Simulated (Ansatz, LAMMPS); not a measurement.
# Gap against volume in amorphous 86ZrO2-14SiO2 (mol %) (84 atoms)

Density of this cell: 4.83 g/cm³. The cell holds 84 atoms: 24 Zr, 4 Si and 56 O. Cell: a = 10.360 Å, b = 10.555 Å, c = 10.062 Å, α = 90.5°, β = 89.5°, γ = 92.4°. The starting structure: 84 atoms (24 Zr, 4 Si, 56 O) placed at random at 4.72 g/cm³, melted at 5000 K for 10 ps at fixed volume with the Morse and Coulomb pair potential with partial charges (Pedone, Malavasi, Menziani, Cormack and Segre, J. Phys. Chem. B 110, 11780 (2006)). Quenched from 5000 K to 300 K at 50 K/ps and fixed volume, held 5 ps, then minimised at fixed cell.

Calculated with Ansatz 0.2.0: Kohn-Sham DFT, PBE, PAW (set soft_2), plane waves; cutoff 420 eV, Γ point, fixed occupations. The relaxed cell was scaled evenly and the atoms were relaxed at each volume. The gap is that between the highest filled and the lowest empty Kohn-Sham level on the run's k-points.

| volume (Å³/atom) | gap (eV) |
| --- | --- |
| 11.777 | 3.534 |
| 12.301 | 3.590 |
| 12.693 | 3.602 |
| 13.086 | 3.462 |
| 13.479 | ? |
| 13.871 | 3.578 |

Task: Fit a straight line in ln V to the rows given and interpolate to the withheld row.

Worked fit:

A volume deformation potential makes the spacing linear in u = ln(V/V0), with V0 = 13.086 Å³ the relaxed volume; v is the spacing.

| u = ln(V/V0) | v (eV) |
| --- | --- |
| -0.105361 | 3.5336 |
| -0.0618756 | 3.5897 |
| -0.0304593 | 3.6018 |
| 0 | 3.462 |
| 0.0582701 | 3.5777 |

With n = 5: mean u = -0.0278852, mean v = 3.55296, Σ(u − ū)² = 0.015365, Σ(u − ū)(v − v̄) = -2.795e-4. Slope b = -2.795e-4 / 0.015365 = -0.018194; intercept a = v̄ − b ū = 3.5525.

At the withheld volume u = 0.02956, and v = a + b u.

Prediction at 13.479: 3.552 eV. The run gave 3.369 eV, so the fit is high by 0.18 eV (5.4 % of the value).

The rows follow a line only loosely (correlation 0.33 in size over all rows, under the 0.97 asked here), so the slope of -0.02 eV is a mean trend and no deformation potential. Among the rows given, the largest miss of the fit is at 13.086, by 0.090 eV (39 % of the range of the table).

Limits: The table spans 16 % in volume, wide for a linear law. Semilocal functionals tend to put gaps under measured ones. Only the Γ point is sampled. Atoms move by up to 1.0 Å in these relaxations, so the structure changes along the series. Defect or tail levels can set the spacing of a disordered cell.

[Hosts, paths, dates, database ids (printed as entryN), source tags and the programs' standing remarks are cut or masked in the printed files.]
